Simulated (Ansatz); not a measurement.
# Phonon-limited resistivity of Sn (I4_1/amd)

How good a conductor is Sn (I4_1/amd) when only phonons scatter, and how much computing does the answer need?

Main program and level: Ansatz 0.2.0; DFT PBE, scalar-relativistic, plane waves, PAW; PAW set soft_1.

Experimental background.

“CRC Handbook of Chemistry and Physics, 84th edition, Electrical Resistivity of Pure Metals” (2003, CRC Press, section 12, read from Wikipedia's data page) quotes from earlier work for Sn (bulk crystal): resistivity at 273 K 11.5 μΩ cm.

For Sn (bulk crystal), “Introduction to Solid State Physics” (2005, C. Kittel, read from Wikipedia's page on electronic specific heat) quotes earlier work: Sommerfeld coefficient γ (electronic heat capacity coefficient) 1.78 mJ/(mol K²).

This is a report of a sequence of runs, with most program output left out.

In doubt: the program doubts the meshes or the phonons of the coupling sums (steps 5, 6, 7), which bears on λ, Tc and transport values.

**1. The structure**

The structure is tetragonal, space group I4_1/amd (No. 141). The conventional cell has a = 5.880 Å, b = 5.880 Å, c = 3.199 Å, α = 90.00°, β = 90.00°, γ = 90.00°. Nearest to Sn lie 6 Sn at 3.05 to 3.20 Å.

**2. Relaxing cell and atoms**

Lattice constant and positions set the bands and the force constants, so the cell is relaxed first.

The input, input.yaml:

```yaml
crystal:
  lattice:
    - [-2.9401404553, 2.9401404553, 1.5993019889]
    - [2.9401404553, -2.9401404553, 1.5993019889]
    - [2.9401404553, 2.9401404553, -1.5993019889]
  atoms:
    - { symbol: Sn, position: [0.75, 0.25, 0.5] }
    - { symbol: Sn, position: [0.0, 0.0, 0.0] }
kpoints:
  mp_grid: { grid: [10, 10, 10] }
hamiltonian:
  xc: pbe
  pseudopotentials: { kind: paw, azcp: { folder: soft_1 } }
scf:
  occupations: { method: gaussian, width: 0.1 }
output:
  forces: true
  stress: true
  eigenvalues: true
relax:
  adjacent_minimum: "off"
  f_tol: 0.005
  max_steps: 80
  cell: { stress_tol: 0.05 }
```

Launch:

```
> ansatz run input.yaml --threads 16 --pin off --max-ram 92160MiB --backend cuda --events-out ev --progress --plain --runs-dir out --max-vram 78GiB
```

Wall time 3.5 s (1 × NVIDIA GB200 with 16 threads of Arm Neoverse V2, shared host); peak memory 1.1 GiB; 11 s of CPU time.

Relaxation path:

```tsv
step	energy less that of the first step (eV)	largest force component (eV/Å)	pressure (GPa)	volume (Å³)
1	0.0000	0.0000	1.40	55.30
2	-0.0071	0.0000	-0.44	57.38
3	-0.0081	0.0000	-0.08	56.94
4	-0.0083	0.0000	-0.01	56.86
5	-0.0084	0.0000	0.00	56.84
6*	-0.0085	0.0000	0.00	56.84
```

Relaxation steps marked * repeat the geometry before them on a plane-wave basis chosen anew for their cell, so energy and pressure can jump there.

Forces are held to the 16 operations that the run works with; a distortion that breaks them can't arise in this run.

```tsv
conventional cell, symmetrised	before	after	change
a (Å)	5.880	5.969	+1.5 %
b (Å)	5.880	5.969	+1.5 %
c (Å)	3.199	3.191	-0.2 %
volume (Å³/atom)	27.65	28.42	+2.8 %
```

Final coordinates:

```
Sn
1.0
    -2.98436    2.98436    1.59557
     2.98436   -2.98436    1.59557
     2.98436    2.98436   -1.59557
Sn
2
Direct
  0.75000 0.25000 0.50000
  0.00000 0.00000 0.00000
```

This step gave:

| Property | Result |
| --- | --- |
| pressure | 0.001096 GPa |
| volume per atom | 28.42 Å³/atom |
| metallic on mesh | yes |
| gap on the k-mesh | 0 eV |

The largest force is now zero by symmetry and the largest stress component 0.0043 GPa.

**3. Relaxing tightly for phonons**

No force is left; the cell is relaxed once more with another smearing and tight thresholds.

input.yaml, the sections that differ from step 2:

```yaml
crystal:
  lattice:
    - [-2.9843624141, 2.9843624141, 1.5955690058]
    - [2.9843624141, -2.9843624141, 1.5955690058]
    - [2.9843624141, 2.9843624141, -1.5955690058]
  atoms:
    - { symbol: Sn, position: [0.75, 0.25, 0.5] }
    - { symbol: Sn, position: [0.0, 0.0, 0.0] }
scf:
  occupations: { method: methfessel_paxton, width: 0.2 }
relax:
  adjacent_minimum: "off"
  f_tol: 0.001
  max_steps: 60
  cell: { stress_tol: 0.01 }
# kpoints, hamiltonian, output: as in step 2
```

Run time: 2.6 s. Hardware: 1 × NVIDIA GB200 with 16 threads; peak memory 1.1 GiB; 8.1 s of CPU time.

Little changed from the start: no atom moved by 0.005 Å and no cell edge by 0.1 %.

This step gave:

| Property | Result |
| --- | --- |
| pressure | 8.62e-4 GPa |

The largest force is now zero by symmetry and the largest stress component 0.0017 GPa, small enough for phonons.

**4. Electron–phonon run: q 2×2×2, k 8×8×8, scattering 12×12×12**

Phonons, couplings and the Boltzmann equation in one run.

The input, input.yaml:

```yaml
crystal:
  lattice:
    - [-2.9857795136, 2.9857795136, 1.5940862964]
    - [2.9857795136, -2.9857795136, 1.5940862964]
    - [2.9857795136, 2.9857795136, -1.5940862964]
  atoms:
    - { symbol: Sn, position: [0.75, 0.25, 0.5] }
    - { symbol: Sn, position: [0.0, 0.0, 0.0] }
kpoints:
  mp_grid: { grid: [8, 8, 8] }
hamiltonian:
  xc: pbe
  pseudopotentials: { kind: paw, azcp: { folder: soft_1 } }
scf:
  occupations: { method: methfessel_paxton, width: 0.2 }
output:
  eigenvalues: true
phonons:
  method: dfpt
  qmesh: [2, 2, 2]
  temperatures: { t_max: 1000, t_step: 50 }
  qpath:
    path:
      - [[0.0, 0.0, 0.0], [0.0, 0.0, 0.5], [-0.5, 0.5, 0.5], [0.0, 0.0, 0.0]]
      - [[0.0, 0.0, 0.5], [0.25, 0.25, 0.25], [0.0, 0.5, 0.0], [0.0, 0.0, 0.0]]
    npoints: 6
  electrical_resistivity:
    mesh: [12, 12, 12]
    temperatures: [20.0, 50.0, 80.0, 100.0, 150.0, 200.0, 273.0, 300.0, 400.0, 500.0, 600.0, 800.0]
  superconductivity: { mesh: [12, 12, 12] }
```

Run time: 2.7 s. Hardware: 1 × NVIDIA GB200 with 16 threads; peak memory 1.5 GiB.

The run ended with an error.

The program's message: “electrical resistivity: the mode of lowest frequency at the wavevector [0.2500, 0.2500, -0.2500] is imaginary, -28.42 cm⁻¹ (written negative): every mode at the wavevectors of the force constants' own …”

The run stops because a mode is imaginary on the scattering mesh, where no scattering rate is defined; denser k meshes, other smearings and, between solved wavevectors, finer q meshes show whether the instability is real.

**5. Resistivity: q 3×3×3, k 9×9×9, scattering 16×16×16**

The next rung changes the q mesh, which sets the reach of the force constants and couplings; the k mesh of the density and its response; the scattering mesh, which samples the Fermi surface.

input.yaml, the sections that differ from step 4:

```yaml
kpoints:
  mp_grid: { grid: [9, 9, 9] }
phonons:
  method: dfpt
  qmesh: [3, 3, 3]
  temperatures: { t_max: 1000, t_step: 50 }
  qpath:
    path:
      - [[0.0, 0.0, 0.0], [0.0, 0.0, 0.5], [-0.5, 0.5, 0.5], [0.0, 0.0, 0.0]]
      - [[0.0, 0.0, 0.5], [0.25, 0.25, 0.25], [0.0, 0.5, 0.0], [0.0, 0.0, 0.0]]
    npoints: 6
  electrical_resistivity:
    mesh: [16, 16, 16]
    temperatures: [20.0, 50.0, 80.0, 100.0, 150.0, 200.0, 273.0, 300.0, 400.0, 500.0, 600.0, 800.0]
  superconductivity: { mesh: [16, 16, 16] }
# crystal, hamiltonian, scf, output: as in step 4
```

It took 60 s on 1 × NVIDIA GB200 with 16 threads; peak memory 5.2 GiB.

Numbers from this step:

```
zero-point energy                                                              : 0.02881 eV/cell
share of imaginary modes in the plain interpolation between solved wavevectors : 0.0077
highest frequency, solved or plainly interpolated                              : 132.2 cm⁻¹
resistivity at 300 K                                                           : 12.32 μΩ cm, mean of the axes
coupling constant λ                                                            : 0.8764
density of states at the Fermi level                                           : 0.5002 states/eV a spin and cell
log mean phonon energy ħω_log                                                  : 7.225 meV
transport coupling constant λ_tr                                               : 0.7718, 0.7718, 0.942 (xx, yy, zz)
Drude plasma energy                                                            : 9.261, 9.261, 8.313 eV (xx, yy, zz)
resistivity times mean free path                                               : 7.919, 7.919, 9.37 × 10⁻¹⁶ Ω m² (xx, yy, zz)
second-moment phonon energy ħω₂                                                : 9.261 meV
coupling λ by branch                                                           : 0.215, 0.182, 0.157, 0.121, 0.102, 0.0991 (branches by rank of frequency)
```

Resistivity, by row:

```tsv
T (K)	ρ_xx (μΩ cm)	ρ_yy	ρ_zz	ρ by Ziman's lowest order, mean	ρ by relaxation times, mean	within 2 % of the coarser mesh
20	0.1436	0.1436	0.2604	0.2304	0.2134	no
50	1.127	1.127	1.835	1.481	1.462	no
80	2.358	2.358	3.678	2.908	2.937	no
100	3.152	3.152	4.861	3.835	3.888	no
150	5.053	5.053	7.71	6.079	6.176	no
200	6.893	6.893	10.48	8.27	8.402	no
273	9.539	9.539	14.47	11.43	11.61	no
300	10.51	10.51	15.94	12.59	12.79	no
400	14.1	14.1	21.35	16.87	17.14	no
500	17.67	17.67	26.75	21.14	21.48	no
600	21.25	21.25	32.14	25.41	25.82	no
800	28.4	28.4	42.93	33.96	34.5	no
```

The run reports squared frequencies that differ by up to 25 % between the solve mesh and the fine mesh. The program warns of modes at or below zero frequency in the interpolation and leaves them out of its thermodynamic sums. By its own test the run is not converged in the mesh. λ = 0.876 and 12.3 μΩ cm at 300 K. The run's own test puts 9 % between its two finest meshes on the component of the resistivity at 300 K that moves most, so it is not converged. By the run's own test λ moves by 14 % between its two finest scattering meshes.

**6. Resistivity: q 4×4×4, k 12×12×12, scattering 20×20×20**

input.yaml, the sections that differ from step 5:

```yaml
kpoints:
  mp_grid: { grid: [12, 12, 12] }
phonons:
  method: dfpt
  qmesh: [4, 4, 4]
  temperatures: { t_max: 1000, t_step: 50 }
  qpath:
    path:
      - [[0.0, 0.0, 0.0], [0.0, 0.0, 0.5], [-0.5, 0.5, 0.5], [0.0, 0.0, 0.0]]
      - [[0.0, 0.0, 0.5], [0.25, 0.25, 0.25], [0.0, 0.5, 0.0], [0.0, 0.0, 0.0]]
    npoints: 6
  electrical_resistivity:
    mesh: [20, 20, 20]
    temperatures: [20.0, 50.0, 80.0, 100.0, 150.0, 200.0, 273.0, 300.0, 400.0, 500.0, 600.0, 800.0]
  superconductivity: { mesh: [20, 20, 20] }
# crystal, hamiltonian, scf, output: as in step 5
```

It took 2.2 min on 1 × NVIDIA GB200 with 16 threads; peak memory 8.9 GiB; 18 min of CPU time.

Numbers from this step:

| Property | Result |
| --- | --- |
| zero-point energy | 0.02871 eV/cell |
| share of imaginary modes in the plain interpolation between solved wavevectors | 0.0042 |
| highest frequency, solved or plainly interpolated | 123.7 cm⁻¹ |
| resistivity at 300 K | 12.55 μΩ cm, mean of the axes |
| coupling constant λ | 0.8865 |
| density of states at the Fermi level | 0.5012 states/eV a spin and cell |
| log mean phonon energy ħω_log | 7.19 meV |
| transport coupling constant λ_tr | 0.7821, 0.7821, 0.9659 (xx, yy, zz) |
| Drude plasma energy | 9.274, 9.274, 8.299 eV (xx, yy, zz) |
| resistivity times mean free path | 7.893, 7.893, 9.33 × 10⁻¹⁶ Ω m² (xx, yy, zz) |
| second-moment phonon energy ħω₂ | 9.227 meV |
| coupling λ by branch | 0.22, 0.185, 0.159, 0.122, 0.103, 0.0987 (branches by rank of frequency) |

Some points of the scattering mesh along the symmetry lines, up to three branches each (those of largest λ), at most 39 rows; the frequencies are those of the scattering step, which can differ from the solved and plainly interpolated ones; single rows converge slowly. Mode couplings:

```tsv
q1	q2	q3	branch	ħω (meV)	λ_q	half width (meV)
0	0	0.3	1	2.2	0.45	0.00342
0	0	0.3	2	2.84	0.366	0.00466
0	0	0.3	5	12.7	0.152	0.0386
-0.05	0.05	0.5	1	3.14	0.251	0.0039
-0.05	0.05	0.5	2	3.14	0.251	0.0039
-0.05	0.05	0.5	3	11.1	0.0719	0.0139
-0.35	0.35	0.5	1	3.16	0.208	0.00327
-0.35	0.35	0.5	2	3.16	0.208	0.00327
-0.35	0.35	0.5	3	5.75	0.182	0.00949
-0.35	0.35	0.35	1	2.83	0.151	0.00191
-0.35	0.35	0.35	2	3.29	0.293	0.00501
-0.35	0.35	0.35	3	4.34	0.345	0.0102
-0.1	0.1	0.1	1	1.95	0.4	0.00241
-0.1	0.1	0.1	3	3.12	0.782	0.012
-0.1	0.1	0.1	4	6.4	0.203	0.0131
0.15	0.15	0.35	1	8.09	0.124	0.0128
0.15	0.15	0.35	2	8.09	0.124	0.0128
0.15	0.15	0.35	3	10.28	0.107	0.0178
0.05	0.45	0.05	1	4.35	0.191	0.00569
0.05	0.45	0.05	2	8.46	0.183	0.0206
0.05	0.45	0.05	3	8.67	0.164	0.0193
0	0.3	0	1	3.48	0.186	0.00354
0	0.3	0	2	6.63	0.161	0.0111
0	0.3	0	3	9.94	0.161	0.0251
```

The run reports squared frequencies that differ by up to 29 % between the solve mesh and the fine mesh. The program warns of modes at or below zero frequency in the interpolation and leaves them out of its thermodynamic sums. By its own test the run is not converged in the mesh. λ = 0.886 and 12.6 μΩ cm at 300 K, against 0.876 and 12.3 in the run with q 3×3×3, k 9×9×9, scattering 16×16×16 (+1.2 % and +1.9 %).

**7. Coupling and resistivity: q 4×4×4, k 20×20×20, scattering 28×28×28**

The next rung changes the k mesh of the density and its response; the scattering mesh, which samples the Fermi surface.

Changes to input.yaml since step 6:

```diff
@@ -9,3 +9,3 @@
 kpoints:
-  mp_grid: { grid: [12, 12, 12] }
+  mp_grid: { grid: [20, 20, 20] }
 hamiltonian:
@@ -27,4 +27,4 @@
   electrical_resistivity:
-    mesh: [20, 20, 20]
+    mesh: [28, 28, 28]
     temperatures: [20.0, 50.0, 80.0, 100.0, 150.0, 200.0, 273.0, 300.0, 400.0, 500.0, 600.0, 800.0]
-  superconductivity: { mesh: [20, 20, 20] }
+  superconductivity: { mesh: [28, 28, 28] }
```

It took 5.2 min on 1 × NVIDIA GB200 with 16 threads; peak memory 13 GiB.

This step gave:

- zero-point energy: 0.02880 eV/cell
- share of imaginary modes in the plain interpolation between solved wavevectors: 0.0017
- highest frequency, solved or plainly interpolated: 125.3 cm⁻¹
- Debye temperature (second moment): 155 K
- resistivity at 300 K: 12.57 μΩ cm, mean of the axes
- coupling constant λ: 0.8847
- density of states at the Fermi level: 0.5 states/eV a spin and cell
- log mean phonon energy ħω_log: 7.224 meV
- transport coupling constant λ_tr: 0.7821, 0.7821, 0.9652 (xx, yy, zz)
- Drude plasma energy: 9.266, 9.266, 8.284 eV (xx, yy, zz)
- resistivity times mean free path: 7.869, 7.869, 9.457 × 10⁻¹⁶ Ω m² (xx, yy, zz)
- second-moment phonon energy ħω₂: 9.238 meV
- coupling λ by branch: 0.217, 0.184, 0.159, 0.121, 0.103, 0.0992 (branches by rank of frequency)

Solved on the 4×4×4 mesh alone; all other wavevectors are interpolated. Phonon branches along the path, in cm⁻¹:

```tsv
point	branch 1	branch 2	branch 3	branch 4	branch 5	branch 6
Γ	0	0	0	40	118	118
halfway	16	22	61	62	106	107
X	26	26	95	95	98	98
halfway	25	25	62	62	120	120
M	21	21	37	37	125	125
halfway	26	26	36	94	98	120
Γ	0	0	0	40	118	118
jump to X	26	26	95	95	98	98
halfway	62	62	84	84	102	102
P	59	59	76	76	109	109
halfway	45	66	71	95	106	111
N	32	69	70	103	112	117
halfway	27	46	79	92	104	119
Γ	0	0	0	40	118	118
```

The program warns of modes at or below zero frequency in the interpolation and leaves them out of its thermodynamic sums. By its own test the run is not converged in the mesh. λ = 0.885 and 12.6 μΩ cm at 300 K, against 0.886 and 12.6 in the run with q 4×4×4, k 12×12×12, scattering 20×20×20 (-0.2 % and +0.2 %).

**8. The ladder**

Times are for 1 × NVIDIA GB200 with 16 threads of Arm Neoverse V2, shared host. Results by setting:

```tsv
no.	run	resistivity at 300 K (μΩ cm, mean of the axes)	coupling constant λ	log mean phonon energy ħω_log (meV)	time	memory (GiB)
1	q 3×3×3, k 9×9×9, scattering 16×16×16	12.32	0.8764	7.225	60 s	5.2
2	q 4×4×4, k 12×12×12, scattering 20×20×20	12.55	0.8865	7.19	2.2 min	8.9
3	q 4×4×4, k 20×20×20, scattering 28×28×28	12.57	0.8847	7.224	5.2 min	13
```

The runs together, line α²F. The Eliashberg function α²F, α²F by phonon energy; read off at these points:

```tsv
phonon energy (meV)	q 3×3×3, k 9×9×9, scattering 16×16×16	q 4×4×4, k 12×12×12, scattering 20×20×20	q 4×4×4, k 20×20×20, scattering 28×28×28
0.06	0	0	0
0.43	1.0e-4	2.0e-4	2.0e-4
0.91	0.0021	0.00222	0.00172
1.28	0.0047	0.00414	0.00376
1.77	0.0103	0.00973	0.00876
2.13	0.0166	0.0165	0.0159
2.62	0.0407	0.0701	0.0688
2.98	0.181	0.185	0.182
3.35	0.183	0.186	0.195
3.84	0.227	0.241	0.231
4.20	0.207	0.190	0.185
4.69	0.184	0.181	0.181
5.05	0.179	0.178	0.175
5.54	0.182	0.178	0.178
5.91	0.182	0.179	0.177
6.27	0.188	0.180	0.182
6.76	0.191	0.195	0.194
7.12	0.187	0.190	0.188
7.61	0.217	0.225	0.234
7.98	0.251	0.256	0.246
8.46	0.163	0.175	0.181
8.83	0.188	0.175	0.182
9.31	0.271	0.299	0.299
9.68	0.289	0.287	0.280
10.05	0.235	0.231	0.229
10.53	0.235	0.239	0.238
10.90	0.285	0.295	0.306
11.14	0.344	0.325	0.289
11.38	0.328	0.322	0.330
11.75	0.256	0.258	0.255
12.24	0.491	0.483	0.467
12.48	0.633	0.525	0.494
12.60	0.632	0.551	0.555
12.97	0.582	0.578	0.587
13.21	0.762	0.738	0.722
13.46	0.482	0.567	0.580
13.58	0.718	0.630	0.650
13.82	0.439	0.440	0.431
14.31	0.519	0.519	0.516
14.43	0.567	0.530	0.519
14.67	0.398	0.400	0.396
15.16	0.156	0.174	0.181
15.53	0.0552	-	-
```

**9. Results**

```json
{
 "run": "PBE, q 4×4×4, k 20×20×20, scattering 28×28×28",
 "coupling constant λ": "0.885",
 "log mean phonon energy ħω_log": "7.22 meV",
 "states at the Fermi level": "0.5 states/eV/spin/cell",
 "resistivity at 300 K": "10.7, 10.7, 16.4 μΩ cm (xx, yy, zz)",
 "Drude plasma energy": "9.27, 9.27, 8.28 eV (xx, yy, zz)",
 "resistivity times mean free path": "7.87, 7.87, 9.46 × 10⁻¹⁶ Ω m² (xx, yy, zz)",
 "change between its two finest scattering meshes": "λ 2 %, resistivity at 300 K 3 %",
 "time of that run": "5.2 min"
}
```

On the last rung that gave a resistivity at the base settings (q 4×4×4, k 20×20×20, scattering 28×28×28), Sn (I4_1/amd) has λ = 0.88 and a phonon-limited resistivity of 12.6 μΩ cm at 300 K. The Sommerfeld coefficient follows from γ = (π²/3) k_B² N(E_F)(1 + λ) with both spins counted, 2.22 with the factor and 1.18 without (mJ/(mol K²), run with q 4×4×4, k 20×20×20, scattering 28×28×28). Across the runs of step 8 the resistivity at 300 K runs from 12.32 μΩ cm, mean of the axes (q 3×3×3, k 9×9×9, scattering 16×16×16) to 12.57 μΩ cm, mean of the axes (q 4×4×4, k 20×20×20, scattering 28×28×28), while the wall time spans a factor of 5.2. The coupling is strong (λ = 0.88), so phonons raise the electrons' mass at the Fermi surface by about 88 %. Values of ρ(T) above 505 K, the melting point, are the model's extrapolation. Values of ρ(T) under 50 K rest on the softest modes, mostly interpolated ones, and are the least sure of the table. The high-temperature form ρ = 2π k_B T λ_tr/(ħ ε₀ ω_p²) gives 11.0 μΩ cm along x at 300 K, against 10.7 from the Boltzmann equation. Conduction is anisotropic: the resistivity differs by a factor of 1.5 between the axes. The three lowest branches give 63 % of λ. By the run's own test, which takes the component that moves most, the resistivity at 300 K moves by 3 % between its two finest scattering meshes; this does not test the q and k meshes. In the run quoted no mode is imaginary at the wavevectors of the 4×4×4 mesh; another run of the session found or stopped at an imaginary mode. In the plain interpolation 0.17 % of the modes are imaginary. A coarser run stopped at an imaginary mode, so the soft modes hang on the meshes. Only scattering by harmonic phonons counts; impurities, grain boundaries and thermal expansion are left out.

Comparison with the measured values:

| quantity | measured | q 3×3×3, fine 16×16×16 | q 4×4×4, fine 20×20×20 | q 4×4×4, fine 28×28×28 |
| --- | --- | --- | --- | --- |
| resistivity at 273 K (computed: phonon part alone; the measured value holds the sample's residual resistivity) (μΩ cm) | 11.5 | 11.18 (-2.8 %) | 11.39 (-1.0 %) | 11.41 (-0.8 %) |
| Sommerfeld coefficient γ (per mole of Sn) (mJ/(mol K²)) | 1.78 | 2.21 (+24.3 %) | 2.23 (+25.2 %) | 2.22 (+24.8 %) |

Measured values from CRC Press, section 12, read from Wikipedia's data page (2003) and C. Kittel, read from Wikipedia's page on electronic specific heat (2005).

Verdict: For the resistivity at 273 K, of the levels listed nearest comes q 4×4×4, fine 28×28×28 (-0.8 %) and farthest q 3×3×3, fine 16×16×16 (-2.8 %). For the Sommerfeld coefficient γ, of the levels listed nearest comes q 3×3×3, fine 16×16×16 (+24.3 %, a clear miss) and farthest q 4×4×4, fine 20×20×20 (+25.2 %, a clear miss).

[Logs are printed without paths, hosts, clocks, repeated set-up lines and the standing remarks that a program may print on its own settings, such as how far it seeks lower states.]

[Hosts, paths, dates, database ids (printed as entryN), source tags and the programs' standing remarks are cut or masked in the printed files.]
